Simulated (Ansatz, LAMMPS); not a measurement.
# Elastic response of glassy 45P2O5-55ZnO (mol %) (85 atoms): runs compared

How stiff is glassy 45P2O5-55ZnO (mol %) (85 atoms), and how do its levels respond to strain?

Computed with Ansatz 0.2.0: Kohn-Sham DFT, PBEsol, PAW (set soft_1), plane waves.

## 1. The cell as built

The cell holds 85 atoms: 18 P, 11 Zn and 56 O. Its edges and angles: a = 10.556 Å, b = 10.556 Å, c = 10.556 Å, α = 90.0°, β = 90.0°, γ = 90.0°. 85 atoms (18 P, 11 Zn, 56 O) placed at random at 3.06 g/cm³, melted at 4000 K for 10 ps at fixed volume with the Morse and Coulomb pair potential with partial charges (Pedone, Malavasi, Menziani, Cormack and Segre, J. Phys. Chem. B 110, 11780 (2006)). Quenched from 4000 K to 300 K at 500 K/ps and fixed volume, held 10 ps at zero pressure, then minimised at fixed cell.

Limits known from the start: The quench rate of 500 K/ps is orders of magnitude faster than experiment, which tends to freeze in extra defects. The network of bonds at the start is that of the classical potential that made the cell, and needn't be the one that DFT or experiment would give. The Brillouin zone is sampled at Γ only.

## 2. The reference run

The reference is a single point at the end of the relaxation.

Every strained cell starts from the geometry of this run, and its atoms are relaxed with the cell held.

Its input, with most atom lines left out:

```yaml
crystal:
  lattice:
    - [10.36324, -0.06096, 0.05652]
    - [-0.06096, 10.45285, -0.16324]
    - [0.05652, -0.16324, 9.70445]
  atoms:
    - { symbol: P, position: [0.72295, 0.03788, 0.88069] }
    - { symbol: P, position: [0.72148, 0.85746, 0.34582] }
    - { symbol: P, position: [0.20436, 0.10351, 0.94371] }
    - { symbol: P, position: [0.65959, 0.26079, 0.24144] }
    - { symbol: P, position: [0.40467, 0.14336, 0.34047] }
    - { symbol: P, position: [0.15477, 0.42407, 0.81365] }
    - { symbol: P, position: [0.21217, 0.71108, 0.83273] }
    [... atom lines 8 to 85 left out ...]
kpoints:
  mp_grid: { grid: [1, 1, 1] }
hamiltonian:
  xc: pbesol
  pseudopotentials: { kind: paw, azcp: { folder: soft_1 }, xc_functional: pbe }
scf:
  occupations: { method: fixed }
output:
  forces: true
  stress: true
  populations: true
  dos:
    method: { smearing: { sigma: 0.15 } }
    de: 0.1
    projected: { site_lists: { O: [O], P: [P], Zn: [Zn] } }
  eigenvalues: true
  write_density: true
  write_potential: true
  volumetric_format: npy
  elf: true
```

| Quantity | Value |
| --- | --- |
| free energy per atom | -951.0867 eV/atom |
| r.m.s. force component | 0.00487 eV/Å |
| pressure | -0.009256 GPa |

Filled and empty levels are parted by 3.39 eV (at Γ alone); a semilocal functional tends to put such gaps too low. In a disordered cell it changes from sample to sample, and tail or defect levels can set it.

## 3. The runs

Each row is one run, on 4 threads of Arm Neoverse V2, shared host. The free energy is the program's total, comparable only between runs with the same functional, potentials and atoms.

| run | atoms | outcome | ionic steps, all passes | free energy (eV) | time | host memory (GiB) |
| --- | --- | --- | --- | --- | --- | --- |
| Single point at the start | 85 | converged | - | -80833.670 | 13 s | 1.3 |
| Cell and atoms relaxed | 85 | converged | 44 | -80842.366 | 7 min | 1.4 |
| Single point at the relaxed geometry | 85 | converged | - | -80842.366 | 19 s | 1.4 |
| Volume -3 % | 85 | converged | 8 | -80842.186 | 89 s | 1.4 |
| Volume +3 % | 85 | converged | 8 | -80842.214 | 97 s | 1.4 |
| Volume -6 % | 85 | converged | 11 | -80841.618 | 2 min | 1.3 |
| Volume +6 % | 85 | converged | 15 | -80841.854 | 2.9 min | 1.5 |
| Volume -10 % | 85 | converged | 13 | -80840.167 | 2.3 min | 1.3 |
| Stretched by 1 % along x | 85 | converged | 5 | -80842.335 | 56 s | 1.4 |
| Compressed by 1 % along x | 85 | converged | 4 | -80842.330 | 42 s | 1.4 |
| Sheared by 2 % in xy | 85 | converged | 9 | -80842.344 | 1.7 min | 1.4 |

In some runs the program notes that the SCF threshold is loose for the stress.

## 4. Pressure against volume

Atoms are relaxed at each volume, in the scaled cell.

| volume change (%) | volume (Å³/atom) | energy change (meV/atom) | pressure (GPa) | largest move on relaxing (Å) | bonds | gap (eV) |
| --- | --- | --- | --- | --- | --- | --- |
| -10 | 11.127 | 25.87 | 7.22 | 0.46 | 125 | 3.72 |
| -6 | 11.622 | 8.80 | 3.98 | 0.26 | 125 | 3.62 |
| -3 | 11.993 | 2.12 | 1.86 | 0.12 | 124 | 3.52 |
| +0 | 12.363 | 0.00 | -0.01 | - | 124 | 3.39 |
| +3 | 12.734 | 1.78 | -1.54 | 0.11 | 124 | 3.27 |
| +6 | 13.105 | 6.02 | -2.30 | 0.42 | 120 | 3.19 |

## 5. Uniaxial strain and shear

Stress (GPa, compression positive) less that of the relaxed cell, atoms relaxed:

| strain | xx | yy | zz | xy | energy change (meV/atom) |
| --- | --- | --- | --- | --- | --- |
| stretched by 1 % along x | -0.943 | -0.368 | -0.386 | 0.050 | 0.37 |
| compressed by 1 % along x | 1.203 | 0.496 | 0.500 | -0.043 | 0.42 |
| sheared by 2 % in xy | 0.196 | 0.046 | -0.021 | -0.367 | 0.26 |

## 6. Findings

The bulk modulus, from the slope of pressure against ln V over the three points nearest the relaxed volume, is 56.7 GPa; a quadratic over all points gives a pressure derivative of about 6.2. The count of bonds runs from 120 to 125 over the series, so at some points contacts cross the cutoffs. The gap goes from 3.72 eV at the smallest volume to 3.19 eV at the largest, -3.4 eV per unit of ln V by a straight line, on the run's k-points. In the Cartesian axes of the cell, finite differences give C11 = 107, C12 = 43.2, C13 = 44.3 and C66 = 18.3 GPa (the shear of 2 % is the engineering strain, εxy = 0.01). The mean of C11, C12 and C13, which equals the bulk modulus in a cubic or isotropic solid, is 64.9 GPa: it lies 15 % over the bulk modulus from the volumes. For an isotropic solid C66 would equal (C11 − C12)/2 = 32.1 GPa; so small a sample needn't be isotropic, and C66 rests on one shear. The two differ too much for isotropic moduli to be formed.

**Limits.** Strains are finite and relaxations stop at the force tolerance of the input, which can leave moduli too stiff; they are those of a static cell at zero temperature. Volumes are changed with the cell's shape held, so in an anisotropic solid the modulus lies over the one under free hydrostatic load. The program notes that the SCF threshold of the relaxations is loose for the stress.

The DFT runs together took 21 min of wall time.

[Logs are printed without paths, hosts, clocks, repeated set-up lines and the standing remarks that a program may print on its own settings, such as how far it seeks lower states.]

[Hosts, paths, dates, database ids (printed as entryN), source tags and the programs' standing remarks are cut or masked in the printed files.]
